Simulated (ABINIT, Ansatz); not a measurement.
# CaGeS3 (Pm-3m): zone-centre phonons

Aim: the zone-centre modes of CaGeS3 (Pm-3m).

Calculated with ABINIT 10.8.3; DFT PBE, scalar-relativistic, plane waves, SPMS norm-conserving pseudopotentials.

The structure was built from a prototype and need not be the compound's stable phase.

### Step 1. The structure

Symmetry: Pm-3m, No. 221, cubic system. The conventional cell has a = 4.777 Å, b = 4.777 Å, c = 4.777 Å, α = 90.00°, β = 90.00°, γ = 90.00°. Ca has 12 S at 3.38 Å nearest. Ge has 6 S at 2.39 Å nearest. Nearest to S lie 2 Ge at 2.39 Å and 4 Ca at 3.38 Å. Farther neighbours and most contacts between anions are not listed.

### Step 2. Relaxation

The harmonic expansion needs vanishing forces, and a free crystal bears no stress, so cell and atoms are brought to rest. Stress is more sensitive to the basis than forces are: the last 3 Ha under the cutoff are smoothed with ecutsm, and the cutoff is raised above that of the later runs.

The starting cell comes from a relaxation made beforehand in Ansatz (PBE, PseudoDojo NC).

File relax.abi:

```
# relaxation
ionmov 2
optcell 2
dilatmx 1.08
ntime 40
tolmxf 1.0d-05
tolvrs 1.0d-14
prtwf 0
prtden 0
chksymtnons 0

# basis, mesh and filling
ecut 49.0
ecutsm 3.0
ngkpt 6 6 6
nshiftk 1
shiftk 0.0 0.0 0.0
istwfk *1
occopt 3
tsmear 0.01
nband 30
nstep 100
diemac 1000000.0
prtebands 0
prtgsr 0
useylm 1

# cell and atoms
acell 9.027405883 9.027405883 9.027405883
rprim 
    1.0 0.0 0.0
    0.0 1.0 0.0
    0.0 0.0 1.0
ntypat 3
znucl 20 32 16
natom 5
typat 1 2 3 3 3
xred 
    0.0 0.0 0.0
    0.5 0.5 0.5
    0.5 0.5 0.0
    0.5 0.0 0.5
    0.0 0.5 0.5
pp_dirpath "./pseudo"
pseudos "Ca.psp8, Ge.psp8, S.psp8"
```

Run with:

```console
> OMP_NUM_THREADS=1 mpirun -n 4 abinit relax.abi > relax.log
```

Numbers of over 12 decimals in the logs are rounded to 6 here.

relax.abo, the main output file:

```text
[banners, grids, parts of the stress and lines that vanish by symmetry left out]
- input  file    -> relax.abi
- output file    -> relax.abo
- root for input  files -> relaxi
[...]
Symmetries : space group Pm -3 m (#221); Bravais cP (primitive cubic)
[...]
mpw =       15207          nfft =      262144          nkpt =          20
[...]
== DATASET  1 ==================================================================
[...]
cutoff_energies: {ecut:  49.0, pawecutdg:  -1.0, }
[...]
Exchange-correlation functional for the present dataset will be:
  GGA: Perdew-Burke-Ernzerhof functional - ixc=11
[...]
ETOT  1  -151.93886107142    -1.519E+02 4.554E-01 9.605E+02
 ETOT  2  -152.40249009881    -4.636E-01 1.376E-02 1.975E+02
 ETOT  3  -152.41943619022    -1.695E-02 4.029E-03 2.207E+00
 ETOT  4  -152.41953966989    -1.035E-04 2.174E-03 1.440E-01
 ETOT  5  -152.41954726685    -7.597E-06 5.194E-04 1.691E-02
[...]
At SCF step   13       vres2   =  5.97E-15 < tolvrs=  1.00E-14 =>converged.
[...]
sigma(1 1)= -1.15247212E-05  sigma(3 2)=  0.00000000E+00
  sigma(2 2)= -1.15247212E-05  sigma(3 1)=  0.00000000E+00
  sigma(3 3)= -1.15247212E-05  sigma(2 1)=  0.00000000E+00
[...]
convergence: {deltae: -1.120E-11, res2:  5.974E-15, residm:  6.347E-05, diffor: null, }
etotal    :  -1.52419548E+02
[...]
ETOT  1  -152.41949394272    -1.524E+02 2.797E-05 1.139E+00
[...]
At SCF step   11       vres2   =  1.12E-15 < tolvrs=  1.00E-14 =>converged.
[...]
sigma(1 1)= -9.42785816E-06  sigma(3 2)=  0.00000000E+00
  sigma(2 2)= -9.42785816E-06  sigma(3 1)=  0.00000000E+00
  sigma(3 3)= -9.42785816E-06  sigma(2 1)=  0.00000000E+00
[...]
convergence: {deltae: -6.793E-12, res2:  1.116E-15, residm:  3.267E-07, diffor: null, }
etotal    :  -1.52419556E+02
[...]
ETOT  1  -152.41830858829    -1.524E+02 4.315E-06 2.320E+01
[...]
ETOT 11  -152.41957236466    -1.344E-11 3.719E-08 2.469E-14
 ETOT 12  -152.41957236464     2.169E-11 2.051E-08 1.376E-15
 At SCF step   12       vres2   =  1.38E-15 < tolvrs=  1.00E-14 =>converged.
[...]
sigma(1 1)= -7.91649823E-08  sigma(3 2)=  0.00000000E+00
  sigma(2 2)= -7.91649823E-08  sigma(3 1)=  0.00000000E+00
  sigma(3 3)= -7.91649823E-08  sigma(2 1)=  0.00000000E+00
[...]
convergence: {deltae:  2.169E-11, res2:  1.376E-15, residm:  2.051E-08, diffor: null, }
etotal    :  -1.52419572E+02
[...]
At Broyd/MD step   3, gradients are converged :
[...]
sigma(1 1)= -7.91649823E-08  sigma(3 2)=  0.00000000E+00
  sigma(2 2)= -7.91649823E-08  sigma(3 1)=  0.00000000E+00
  sigma(3 3)= -7.91649823E-08  sigma(2 1)=  0.00000000E+00
[...]
- sigma(1 1)= -2.32911419E-03  sigma(3 2)=  0.00000000E+00
- sigma(2 2)= -2.32911419E-03  sigma(3 1)=  0.00000000E+00
- sigma(3 3)= -2.32911419E-03  sigma(2 1)=  0.00000000E+00
[...]
fcart     -0.0000000000E+00 -0.0000000000E+00 -0.0000000000E+00
           strten     -7.9164982281E-08 -7.9164982282E-08 -7.9164982280E-08
================================================================================

[key lines of the parts left out:]
pressure_GPa:   2.3291E-03
Total energy (etotal) [Ha]= -1.52419572364637E+02
```

Elapsed: 4.4 min, on 4 MPI ranks of Arm Neoverse V1, shared host; 18 min of CPU time.

Step by step:

| step | energy less that of the first step (eV) | largest force (eV/Å) | volume (Å³) |
| --- | --- | --- | --- |
| 1 | 0.0000 | 0.0000 | 109.02 |
| 2 | -0.0002 | 0.0000 | 109.13 |
| 3 | -0.0007 | 0.0000 | 109.64 |

```
conventional cell, symmetrised  before  after  change
                         a (Å)   4.777  4.786  +0.2 %
                         b (Å)   4.777  4.786  +0.2 %
                         c (Å)   4.777  4.786  +0.2 %
              volume (Å³/atom)   21.80  21.93  +0.6 %
```

Read from the output:

```
volume per atom   : 21.93 Å³
pressure          : 0.002329 GPa
gap on the k-mesh : 0 eV
```

The volume changes by +0.6 % from the cell with which this run began.

### Step 3. Self-consistent run for the response

The response is built on these wavefunctions, so the potential is converged far more tightly than an energy would need. Occupations are smeared.

File gs.abi:

```
# ground state
tolvrs 1.0d-16
prtden 1
prtwf 1

# basis, mesh and filling
ecut 40.0
ngkpt 6 6 6
nshiftk 1
shiftk 0.0 0.0 0.0
istwfk *1
occopt 3
tsmear 0.01
nband 30
nstep 100
diemac 1000000.0
prtebands 0
prtgsr 0
useylm 1

# cell and atoms
acell 9.044640665 9.044640665 9.044640665
rprim 
    1.0 0.0 0.0
    0.0 1.0 0.0
    0.0 0.0 1.0
ntypat 3
znucl 20 32 16
natom 5
typat 1 2 3 3 3
xred 
    0.0 0.0 0.0
    0.5 0.5 0.5
    0.5 0.5 0.0
    0.5 0.0 0.5
    0.0 0.5 0.5
pp_dirpath "./pseudo"
pseudos "Ca.psp8, Ge.psp8, S.psp8"
```

Run with:

```console
> OMP_NUM_THREADS=1 mpirun -n 4 abinit gs.abi > gs.log
```

gs.abo, the main output file:

```text
[banners, grids, parts of the stress and lines that vanish by symmetry left out]
- input  file    -> gs.abi
- output file    -> gs.abo
- root for input  files -> gsi
[...]
Symmetries : space group Pm -3 m (#221); Bravais cP (primitive cubic)
[...]
mpw =        9008          nfft =      157464          nkpt =          20
[...]
== DATASET  1 ==================================================================
[...]
cutoff_energies: {ecut:  40.0, pawecutdg:  -1.0, }
[...]
Exchange-correlation functional for the present dataset will be:
  GGA: Perdew-Burke-Ernzerhof functional - ixc=11
[...]
ETOT  1  -152.09186604715    -1.521E+02 2.675E-01 4.832E+02
 ETOT  2  -152.40525562454    -3.134E-01 7.138E-03 9.216E+01
 ETOT  3  -152.41946461309    -1.421E-02 2.720E-03 9.519E-01
 ETOT  4  -152.41953955434    -7.494E-05 2.501E-03 1.422E-01
 ETOT  5  -152.41954851172    -8.957E-06 1.074E-03 9.550E-03
[...]
ETOT 13  -152.41954914979     4.462E-12 1.166E-04 7.128E-16
 ETOT 14  -152.41954914979     1.222E-12 7.757E-05 1.337E-17
 At SCF step   14       vres2   =  1.34E-17 < tolvrs=  1.00E-16 =>converged.
[...]
sigma(1 1)= -4.55321259E-08  sigma(3 2)=  0.00000000E+00
  sigma(2 2)= -4.55321259E-08  sigma(3 1)=  0.00000000E+00
  sigma(3 3)= -4.55321259E-08  sigma(2 1)=  0.00000000E+00
[...]
convergence: {deltae:  1.222E-12, res2:  1.337E-17, residm:  7.757E-05, diffor: null, }
etotal    :  -1.52419549E+02
[...]
sigma(1 1)= -4.55321259E-08  sigma(3 2)=  0.00000000E+00
  sigma(2 2)= -4.55321259E-08  sigma(3 1)=  0.00000000E+00
  sigma(3 3)= -4.55321259E-08  sigma(2 1)=  0.00000000E+00
[...]
- sigma(1 1)= -1.33960139E-03  sigma(3 2)=  0.00000000E+00
- sigma(2 2)= -1.33960139E-03  sigma(3 1)=  0.00000000E+00
- sigma(3 3)= -1.33960139E-03  sigma(2 1)=  0.00000000E+00
[...]
fcart     -0.0000000000E+00 -0.0000000000E+00 -0.0000000000E+00
           strten     -4.5532125923E-08 -4.5532125923E-08 -4.5532125924E-08
================================================================================

[key lines of the parts left out:]
pressure_GPa:   1.3396E-03
```

It took 72 s on 4 MPI ranks.

Numbers from this step:

* pressure: 0.001340 GPa

The cell stands at 0.0013 GPa, close enough for phonons.

[end of part 1 of 5]

[Host names and launcher messages were left out of these logs when they were recorded.]

[Logs are printed without paths, hosts, clocks, repeated set-up lines and the standing remarks that a program may print on its own settings, such as how far it seeks lower states.]

[Hosts, paths, dates, database ids (printed as entryN), source tags and the programs' standing remarks are cut or masked in the printed files.]
